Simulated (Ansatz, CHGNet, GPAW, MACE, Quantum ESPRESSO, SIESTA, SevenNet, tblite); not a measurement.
**Other levels on random packing of B (63 atoms)**

Density of this cell: 2.09 g/cm³. The cell holds 63 atoms: 63 B. Its edges and angles: a = 8.151 Å, b = 8.151 Å, c = 8.151 Å, α = 90.0°, β = 90.0°, γ = 90.0°. 63 atoms (63 B) packed at random in a cube at 2.09 g/cm³ and pushed apart as soft spheres; a start for melting by ab initio MD, not an equilibrated structure. Then every atom was moved at random, 0.05 Å r.m.s. a Cartesian component.

Geometry: as built.

The reference, a calculation:

| Quantity | Value |
| --- | --- |
| method | Kohn-Sham DFT, PBE, PAW, plane waves (Ansatz 0.2.0); cutoff 420 eV, Γ point, fermi-dirac smearing of 0.05 eV; PAW set soft_2 |
| r.m.s. force component | 1.28 eV/Å |
| longest force | 6.839 eV/Å |
| pressure | -20.64 GPa |
| SCF cycles | 8 |
| time | 2.4 s on 4 threads of Arm Neoverse V2, shared host |
| CPU time | 8.7 s |

Q: Estimate the differences from the reference, the CPU time and the memory of each run.
- QE PBE, sssp-1.3.0-efficiency, 45/360 Ry (Quantum ESPRESSO 7.5; 2 MPI ranks)
- tblite GFN2-xTB (tblite 0.8.0; 1 thread)
- SIESTA PBE, SZP, shift 0.01 Ry, mesh 300 Ry (SIESTA 5.4.2; 1 thread)
- GPAW revPBE, LCAO dzp, h 0.2 Å (GPAW 26.7.0; 1 thread)
- MACE MPA-0 medium potential (MACE MPA-0 medium; 1 thread)
- GPAW PBE, LCAO dzp, h 0.2 Å, other mixer settings (GPAW 26.7.0; 1 thread)
- GPAW PBE, LCAO sz(dzp), h 0.2 Å (GPAW 26.7.0; 1 thread)
- QE PBE, gbrv-1.5, 40/200 Ry (Quantum ESPRESSO 7.5; 1 thread)
- SIESTA PBE, DZP, shift 0.01 Ry, mesh 300 Ry (SIESTA 5.4.2; 2 MPI ranks)
- GPAW PBE, plane waves 350 eV (GPAW 26.7.0; 1 thread)

Differences are against the plane-wave reference, forces as r.m.s. over components; share is that over the reference's r.m.s. force, slope the least-squares factor from reference forces to these. Total energies of different programs have different zeros and aren't compared.

```tsv
run	Δ force, r.m.s. (meV/Å)	share (%)	slope	Δ pressure (GPa)	cores	CPU time	memory (GiB)
reference	-	-	-	-	4	8.7 s	0.6
QE PBE, sssp-1.3.0-efficiency, 45/360 Ry	13.7	1.07	0.996	-0.235	2	53 s	0.96
tblite GFN2-xTB	746	58.3	0.795	38.7	1	5 s	0.1
SIESTA PBE, SZP, shift 0.01 Ry, mesh 300 Ry (coarse)	642	50.2	1.207	12.2	1	4.9 min	0.88
GPAW revPBE, LCAO dzp, h 0.2 Å	187	14.6	1.070	-	1	4.1 min	0.73
MACE MPA-0 medium potential	492	38.4	0.836	-0.930	1	7.8 s	1.1
GPAW PBE, LCAO dzp, h 0.2 Å, other mixer settings	143	11.2	1.056	-	1	6.1 min	0.7
GPAW PBE, LCAO sz(dzp), h 0.2 Å (coarse)	811	63.4	1.248	-	1	53 s	0.49
QE PBE, gbrv-1.5, 40/200 Ry	14.2	1.11	0.996	-0.219	1	27 s	0.45
SIESTA PBE, DZP, shift 0.01 Ry, mesh 300 Ry	183	14.3	1.078	1.95	2	6.6 min	1.2
GPAW PBE, plane waves 350 eV	25.7	2.00	1.000	-4.34	1	58 s	0.41
```

Rows marked coarse were listed beforehand as settings not expected to be converged; some can still land near the reference.

Times of the machine-learned potentials are mostly Python's start and the loading of weights.

CPU time is summed over cores on a shared host, where runs went side by side, so it is rough. Symmetry, cutoffs, thresholds, outputs and thread counts weren't matched or tuned between programs; memory under MPI is the largest rank's times the ranks.

PBE on plane waves or a grid with other potentials, cutoffs or grids, coarse settings apart, differs from the reference by 1.1 % (QE PBE, sssp-1.3.0-efficiency, 45/360 Ry) to 2.0 % (GPAW PBE, plane waves 350 eV) of the r.m.s. force; this holds the reference's own error, so differences of a few per cent don't tell which side is nearer the exact PBE result (QE's 45 Ry are 612 eV, against the reference's 420 eV). The PBE runs in local orbitals, coarse settings apart, differ by 11 % (GPAW PBE, LCAO dzp, h 0.2 Å, other mixer settings) to 14 % (SIESTA PBE, DZP, shift 0.01 Ry, mesh 300 Ry); basis, grid and potentials can all enter. Tight binding differs by 58 % (tblite GFN2-xTB); it is another model, with fitted parameters of its own, and the xTB methods hold dispersion. Machine-learned potentials differ by 38 % (MACE MPA-0 medium potential); they were trained on other programs' data. The cause of differences this large wasn't tested. Among those trained on PBE data the slope goes as low as 0.84, which softening far from their training structures can give, though the reference's k-sampling is untested too. Periodic xTB results under one method name differ between programs and library versions. The electron count is odd in these runs, and they have no spin polarisation, so the unpaired electron is spread evenly over both spins. Machine-learned potentials mimic data converged in k, so the reference's own k-point error enters their differences. The electron count is odd and the run has no spin polarisation, so levels at the top are partly filled by construction. The electronic-structure runs sample only Γ, in a cell whose shortest periodic width is 8 Å, which is coarse for a cell with partly filled levels.

[Logs are printed without paths, hosts, clocks, repeated set-up lines and the standing remarks that a program may print on its own settings, such as how far it seeks lower states.]

[Hosts, paths, dates, database ids (printed as entryN), source tags and the programs' standing remarks are cut or masked in the printed files.]
